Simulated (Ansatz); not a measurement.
# Random wurtzite alloy of AlN and GaN (72 atoms): geometry optimisation, part 2 of 2

How does random wurtzite alloy of AlN and GaN (72 atoms) relax, and what do bonds, charges and levels look like afterwards?

Ansatz 0.2.0; Kohn-Sham DFT, PBE, PAW (set soft_2), plane waves.

The cell: 22 Al, 36 N and 14 Ga. The host structure and its lattice constant were typed by rule, without a check against the phase diagram. Only the Γ point is sampled, in a cell whose shortest periodic width is 8 Å.

So far. Step 3 (Relaxation): The relaxation changed the energy by -21.0 meV/atom, and atoms moved by 0.051 Å r.m.s., 0.096 Å at most.

### Step 5. Single point at the relaxed geometry

One more single point at the end of the walk gives the fuller output and checks the residual forces.

Input file input.yaml:

```yaml
crystal:
  lattice:
    - [9.4257, 0.0, 0.0]
    - [-4.71285, 8.1629, 0.0]
    - [0.0, 0.0, 10.1218]
  atoms:
    - { symbol: Al, position: [0.00274, 0.00177, 0.00154] }
    - { symbol: "N", position: [0.11168, 0.22369, 0.05808] }
    - { symbol: Al, position: [0.11314, 0.22424, 0.24665] }
    - { symbol: "N", position: [0.00679, 0.00439, 0.3042] }
    [... 62 atom lines left out ...]
    - { symbol: Ga, position: [0.77757, 0.8873, 0.24913] }
    - { symbol: "N", position: [0.66387, 0.66074, 0.31214] }
    - { symbol: Al, position: [0.66556, 0.66542, 0.50038] }
    - { symbol: "N", position: [0.7763, 0.88451, 0.55576] }
    - { symbol: Ga, position: [0.77909, 0.88932, 0.74883] }
    - { symbol: "N", position: [0.6633, 0.66117, 0.80598] }
kpoints:
  mp_grid: { grid: [1, 1, 1] }
hamiltonian:
  xc: pbe
scf:
  occupations: { method: fixed }
output:
  forces: true
  stress: true
  populations: true
  dos:
    method: { smearing: { sigma: 0.1 } }
    de: 0.1
    projected: { site_lists: { Al: [Al], Ga: [Ga], "N": ["N"] } }
  eigenvalues: true
  write_density: true
  write_potential: true
  volumetric_format: npy
```

Launch:

```sh
$ ansatz run input.yaml --threads 4 --pin off --max-ram 8192MiB --backend cpu --events-out ev --progress --plain --runs-dir out
```

Numbers of over 12 decimals in the logs are rounded to 6 here.

What it wrote:

```text
[...]
Crystal: 72 atoms, lattice volume = 778.782 Å³
Basis set: ecut = 420 eV, 15249 PW (Γ), exchange–correlation on 128×128×144 points (8 copies of the dense FFT grid, shifted against one another)
Bands: 286, of which v1, the nominal top of the filled ones, is band 214 counted from 1 (213 counted from 0)
Symmetry: 1 space group operations
[...]
k-points: 1
[...]
SCF iter   1: F=—  HF=-78679.731302 eV  |F-HF|=—  |Δ(HF+E_count)|=         —  Δρ=4.58e-3  dr2=1.67e-1  ethr=1.77e-3  ⟨swp⟩=5.0  Hψ=937  notcnv=0  defer=68
[...]
SCF iter   8: F=-78679.695331 eV  HF=-78679.695331 eV  |F-HF|=1.03e-8  |Δ(HF+E_count)|=   2.18e-7  Δρ=2.29e-6  dr2=4.31e-8  ethr=2.34e-11  ⟨swp⟩=19.0  Hψ=2387  notcnv=0
SCF 1 converged in 8 iterations: F = -78679.695331 eV  dr2 = 4.31e-8
[...]
SCF converged after 8 iterations
Free energy (F): -78679.695331 eV
[...]
Internal energy: -78679.695331 eV  (E = F + TS)
E sigma→0 (E₀):  -78679.695331 eV
Fermi energy:    8.267693 eV
[...]
--- Forces (eV/Å), atoms counted from 1 ---
  atom   1  Al    -0.00269181    -0.00299614    -0.00379652
  atom   2  N      0.00331409     0.00049419    -0.00033689
  atom   3  Al    -0.00353258    -0.00298807     0.00413384
  atom   4  N      0.00180686     0.00315706    -0.00411511
  atom   5  Ga    -0.00041246    -0.00310149     0.00387080
  atom   6  N      0.00230032     0.00110300     0.00003497
  atom   7  Al     0.00092294    -0.00389938    -0.00318117
  atom   8  N     -0.00055570    -0.00004268     0.00218285
  atom   9  Al    -0.00157643     0.00084647    -0.00266219
  atom  10  N      0.00197431    -0.00162694     0.00248842
  atom  11  Al     0.00097622    -0.00041646     0.00373351
  atom  12  N      0.00325387     0.00063211    -0.00554643
  atom  13  Ga    -0.00107920     0.00109687     0.00250980
  atom  14  N      0.00091412    -0.00066803     0.00119362
[...]
atom  71  Ga     0.00127632     0.00093742    -0.00260742
  atom  72  N      0.00038970    -0.00119630     0.00368694
  max |Σ_I F_I| component: 1.57e-4 eV/Å
--- Stress (GPa, compression-positive) ---
        5.185317      -0.003456      -0.004972
       -0.003455       5.141315      -0.018808
       -0.004972      -0.018825       3.708204
  P = ⅓ Tr σ = 4.6783 GPa (46.783 kbar)
--- Band table (eV) ---
[...]
--- Löwdin populations: 72 sites ---
  site symbol       q [e]
     0     Al      1.8728
     1      N      6.0414
     2     Al      1.8758
[...]
71      N      5.9029
  spilling = 0.004545 (of n_electrons = 428.000000)
```

Elapsed: 9.7 s, on 4 threads of Arm Neoverse V2, shared host; peak memory 0.99 GiB.

The run gave:

```
free energy                                      : -78679.6953 eV
free energy per atom                             : -1092.7735 eV/atom
SCF cycles                                       : 8
pressure                                         : 4.678 GPa
r.m.s. force component                           : 0.0025 eV/Å
longest force                                    : 0.00714 eV/Å
Fermi energy                                     : 8.268 eV
gap (highest filled to lowest empty level) : 3.164 eV
spilling of the projection                       : 0.004545
```

Löwdin charges by element (they lack the spilled electrons, 0.027 e an atom on average):

```csv
element,coordination,atoms,mean charge (e),spread,least,most
Al,all,22,1.12,0.0053,1.11,1.14
Ga,all,14,0.771,0.0068,0.761,0.782
N,all,36,-0.933,0.0729,-1.04,-0.826
```

Charge against the make-up of the first shell:

```csv
Al neighbours of N,atoms,mean charge (e)
1,7,-0.83
2,14,-0.903
3,7,-0.973
4,8,-1.04
```

States in the cell by windows of 1 eV, zero at the Fermi level; the larger projections on atomic orbitals stand beside the total:

```csv
from (eV),to (eV),total,N p,Al p,Ga p
-10,-7,0.0,0.0,0.0,0.0
-7,-6,2.0,1.1,0.3,0.2
-6,-5,29.5,17.0,1.9,1.4
-5,-4,43.8,27.7,5.1,3.6
-4,-3,18.7,12.6,1.3,0.8
-3,-2,23.5,18.2,2.7,1.9
-2,-1,63.8,53.1,4.9,3.6
-1,0,33.4,30.1,0.9,1.4
0,1,1.2,1.2,0.0,0.0
1,3,0.0,0.0,0.0,0.0
3,4,2.0,0.1,0.0,0.0
4,5,2.4,0.2,0.9,0.5
```

With fixed occupations the program's Fermi level is the highest filled level; weight inside the gap is the broadening of levels at its edges.

Between -16 and -10 eV lie 212 more states.

The levels nearest the highest filled one (over half full), pooled over k-points and spins:

```csv
level less the highest filled one (eV),occupation
-0.516,2
-0.390,2
-0.360,2
-0.0805,2
-0.0465,2
0,2
3.16,0
4.99,0
5.03,0
5.14,0
5.16,0
5.23,0
```

Valence density in the ac plane at fractional y = 0.001, with atoms of Al and N and Ga within 0.2 Å of it. It is the smooth field of the valence electrons, not physical close to the nuclei.

Ten steps, logarithmic in the rise over the least value, from '_' (0 e/Å³) to '@' (34 e/Å³), each cell a mean:
```
______________________________::**%%**::..__________
....__________........________..::--::..__________..
--::..______..::----::________..::::::..________..--
++==::______..--====--..______::--====::..____..--==
++==::......::==++++--::..__..::==++==--........--==
==--::........::----::........::--==--::........::--
............__........__..........::................
____________________________________________________
____________________________________________________
....__........__________......__......____....____..
++--..........________..........==++==::........::==
@@**::........________........::##@@%%--........--%%
%%++::________________________::**%%##::..____..--##
--::..__________....__________..::--::..________..--
::::..________::::::..________..::::::..________..::
==--::______..--====--..____..::======::..____..::==
++==::..____::==++++==::____..--==++==--..__....--==
==--::..____..--====--..____..::--==--::........::==
::....________........________..........__..........
____________________________________________________
____________________________________________________
______......__________........__......__........____
____..........________..........--++==............__
______........________........::##@@%%--........____
```
Columns run along a (9.4 Å), rows up along c (10.1 Å). Atoms in or near the plane, at fractional coordinates: Al at (0.00, 0.00), N at (0.01, 0.30), Ga at (0.00, 0.50), N at (0.00, 0.81), Al at (0.33, 0.00), N at (0.33, 0.31), Al at (0.33, 0.50), N at (0.34, 0.82), Ga at (0.67, 0.00), N at (0.66, 0.31), Ga at (0.67, 0.50), N at (0.67, 0.81).

Electrostatic potential energy in the ac plane at fractional y = 0.001, with atoms of Al and N and Ga within 0.2 Å of it. With pseudopotentials it is smooth inside the atoms' cores, unlike the true potential.

Ten even steps from '0' (-40 eV) to '9' (11 eV), each cell a mean:
```
86799976776899865556899867
67899997667999986668999987
68999998678999998789999997
04899995115999984138999971
02898894004988971007988960
47987797558877885248877885
99987899999987899999878899
99999999999999999999999999
99999999999999999999999999
78999998788999998789999998
55799986666899975557999965
55699976886799865555899855
55699976776799965556899855
56899987667999986668999976
78999999779999998789999998
14999995116999983138999983
01798883004988971007988960
25887887337887885248877884
99987899999988899999888999
99999999999999999999999999
99999999999999999999999999
78999998778999998789999987
66799986666899975557999876
87689976886799865555899868
```
Columns run along a (9.4 Å; values clipped at the 3rd and 97th percentile), rows up along c (10.1 Å). Atoms in or near the plane, at fractional coordinates: Al at (0.00, 0.00), N at (0.01, 0.30), Ga at (0.00, 0.50), N at (0.00, 0.81), Al at (0.33, 0.00), N at (0.33, 0.31), Al at (0.33, 0.50), N at (0.34, 0.82), Ga at (0.67, 0.00), N at (0.66, 0.31), Ga at (0.67, 0.50), N at (0.67, 0.81).

Mean Löwdin charges: Al +1.12, Ga +0.77, N -0.93 e (they miss 0.45 % of the electrons, so they add up to more than the cell's charge). The charge on N changes by -0.070 e for each Al neighbour that takes the place of another kind, on average.

A closer look about Al43, picked at random: 18 atoms, nearest first, numbered in the order of the input, with positions taken from that point.

```csv
atom,x,y,z,distance (Å),bonds,Löwdin charge (e)
Al43,0.00,0.00,0.00,0.00,4,1.12
N52,1.56,0.91,0.55,1.88,4,-0.83
N42,-0.02,0.03,-1.90,1.90,4,-0.90
N28,-1.56,0.93,0.58,1.90,4,-1.04
N44,0.02,-1.81,0.59,1.90,4,-1.04
N46,-0.03,-0.01,3.06,3.06,4,-0.91
Al29,-1.55,0.93,2.49,3.08,4,1.13
Al45,0.02,-1.81,2.51,3.09,4,1.13
Ga53,1.58,0.92,2.50,3.10,4,0.78
Al25,-1.56,0.93,-2.52,3.10,4,1.12
Al19,-3.11,0.01,-0.04,3.11,4,1.12
Al11,-1.54,-2.70,-0.03,3.11,4,1.12
Ga41,0.01,-1.81,-2.54,3.12,4,0.76
Al27,-1.56,2.73,-0.04,3.14,4,1.12
Al35,1.59,-2.72,0.00,3.15,4,1.12
Ga49,1.58,0.92,-2.56,3.15,4,0.78
Ga67,3.17,-0.01,-0.03,3.17,4,0.77
Ga51,1.59,2.75,-0.05,3.18,4,0.77
```

The column of bonds counts only the pairs N-Al within 2.33 Å, N-Ga within 2.38 Å; other neighbours, such as metal atoms beside each other in a compound, aren't counted, and periodic images can show an atom twice.

### Step 6. A run with a doubtful setting

The input is spoilt on purpose; the run shows how that looks.

Input file input.yaml:

```yaml
crystal:
  lattice:
    - [9.4257, 0.0, 0.0]
    - [-4.71285, 8.1629, 0.0]
    - [0.0, 0.0, 10.1218]
  atoms:
    [... the 72 atom lines of step 2 ...]
kpoints:
  mp_grid: { grid: [1, 1, 1] }
hamiltonian:
  xc: pbe
scf:
  occupations: { method: fixed }
  max_iter: 60
output:
  forces: true
accuracy: many
```

What it wrote:

```text
Error: YAML parse error: error: line 88 column 1: unknown variant `many`, expected one of low, medium, high
  --> <input>:88:1
   |
86 | output:
87 |   forces: true
88 | accuracy: many
   | ^ unknown variant `many`, expected one of low, medium, high
```

The job ended after 0.02 s (4 threads; peak memory 0.021 GiB).

The program refused the input before any cycle.

The program's message: “Error: YAML parse error: error: line 88 column 1: unknown variant `many`, expected one of low, medium, high”

The fault in the input: a value that the key doesn't take (accuracy = "many"). The fix is to take out accuracy.

### Step 7. A repeat

The input is that of the reference in all keys that bear on the result, so the run is a repeat.

input.yaml, the sections that differ from step 6:

```yaml
scf:
  occupations: { method: fixed }
output:
  forces: true
  stress: true
  populations: true
  dos:
    method: { smearing: { sigma: 0.1 } }
    de: 0.1
    projected: { site_lists: { Al: [Al], Ga: [Ga], "N": ["N"] } }
  eigenvalues: true
# crystal, kpoints, hamiltonian: as in step 6
# accuracy: removed
```

What it wrote:

```text
[...]
Crystal: 72 atoms, lattice volume = 778.782 Å³
Basis set: ecut = 420 eV, 15249 PW (Γ), exchange–correlation on 128×128×144 points (8 copies of the dense FFT grid, shifted against one another)
Bands: 286, of which v1, the nominal top of the filled ones, is band 214 counted from 1 (213 counted from 0)
Symmetry: 1 space group operations
[...]
k-points: 1
[...]
SCF iter   1: F=—  HF=-78678.228865 eV  |F-HF|=—  |Δ(HF+E_count)|=         —  Δρ=4.64e-3  dr2=1.82e-1  ethr=1.77e-3  ⟨swp⟩=5.0  Hψ=1017  notcnv=0  defer=65
[...]
SCF iter   8: F=-78678.185491 eV  HF=-78678.185491 eV  |F-HF|=1.47e-8  |Δ(HF+E_count)|=   2.56e-7  Δρ=2.32e-6  dr2=4.65e-8  ethr=2.34e-11  ⟨swp⟩=16.0  Hψ=1941  notcnv=0
SCF 1 converged in 8 iterations: F = -78678.185491 eV  dr2 = 4.65e-8
[...]
SCF converged after 8 iterations
Free energy (F): -78678.185491 eV
[...]
Internal energy: -78678.185491 eV  (E = F + TS)
E sigma→0 (E₀):  -78678.185491 eV
Fermi energy:    8.325420 eV
[...]
--- Forces (eV/Å), atoms counted from 1 ---
  atom   1  Al     0.25391616    -0.00110006    -0.31673247
  atom   2  N      0.44901457     0.11280638    -0.23094763
  atom   3  Al    -0.15665084     0.20329445     0.45005382
  atom   4  N      1.49317334     0.55535283    -0.58263425
  atom   5  Ga     0.05670883     0.02084852     0.01847897
  atom   6  N      0.44374570     0.10707794     0.65758180
  atom   7  Al     0.28441567     0.09229426     0.49608064
  atom   8  N     -0.18843526     0.48751896     0.76959552
  atom   9  Al     0.54905171    -0.39846698    -0.25831719
  atom  10  N     -0.45838965     0.11792598     0.06436971
  atom  11  Al     0.01146913     0.35088864     0.39201568
  atom  12  N      1.17520509     0.36899143    -1.31206336
  atom  13  Ga    -0.38121890    -0.63616736     0.63241539
  atom  14  N      0.74750197     0.82354067     0.60194717
[...]
atom  71  Ga     0.49717421     0.10544642    -0.13474719
  atom  72  N      0.77411398    -0.39804926    -0.43870796
  max |Σ_I F_I| component: 2.81e-4 eV/Å
--- Stress (GPa, compression-positive) ---
        5.642234       0.218013       0.170752
        0.218014       5.562969      -0.227632
        0.170749      -0.227644       4.624750
  P = ⅓ Tr σ = 5.2767 GPa (52.767 kbar)
--- Band table (eV) ---
[...]
--- Löwdin populations: 72 sites ---
  site symbol       q [e]
     0     Al      1.8920
     1      N      6.0285
     2     Al      1.8831
[...]
71      N      5.9116
  spilling = 0.004557 (of n_electrons = 428.000000)
```

Run time: 9.1 s. Hardware: 4 threads; peak memory 0.98 GiB.

Forces differ from those of the single point at the start by 0 meV/Å r.m.s., 0 % of their size. It took 0.96 times the reference's time (shared host, so rough).

### Step 8. Summary of results

- energy change in the relaxation: -20.97 meV/atom
- r.m.s. displacement: 0.051 Å
- largest displacement: 0.096 Å
- free energy per atom: -1092.7735 eV/atom
- density: 4.422 g/cm³
- pressure: 4.678 GPa
- r.m.s. force component: 0.0025 eV/Å
- gap (highest filled to lowest empty level): 3.164 eV
- wall time of the 4 DFT runs: 45 s

Relaxation lowers the energy by 21.0 meV/atom and moves atoms by 0.051 Å r.m.s.; the r.m.s. force component goes from 0.56 to 0.0025 eV/Å, the pressure goes from 5.3 to 4.7 GPa. By the final cutoffs no bond was broken or made. From the first step to the last the energy fell by 1.510 eV, and the largest move was 0.10 Å (N4, with 1 other atom within 2 % of it). The N-Ga bonds change most in mean length: from 1.920 Å (spread 0.024) to 1.948 Å (spread 0.009). By these cutoffs all Al atoms have 4, all Ga atoms have 4 and all N atoms have 4 bonded neighbours. Between filled and empty levels lie 3.16 eV at Γ alone; the mesh holds the band edges only if they fold onto it, so the gap at this level can be narrower or closed, while semilocal functionals tend to narrow gaps against experiment.

What to keep in mind: The pressure of 4.7 GPa says that the cell would expand at this level of theory.

[Logs are printed without paths, hosts, clocks, repeated set-up lines and the standing remarks that a program may print on its own settings, such as how far it seeks lower states.]

[Hosts, paths, dates, database ids (printed as entryN), source tags and the programs' standing remarks are cut or masked in the printed files.]
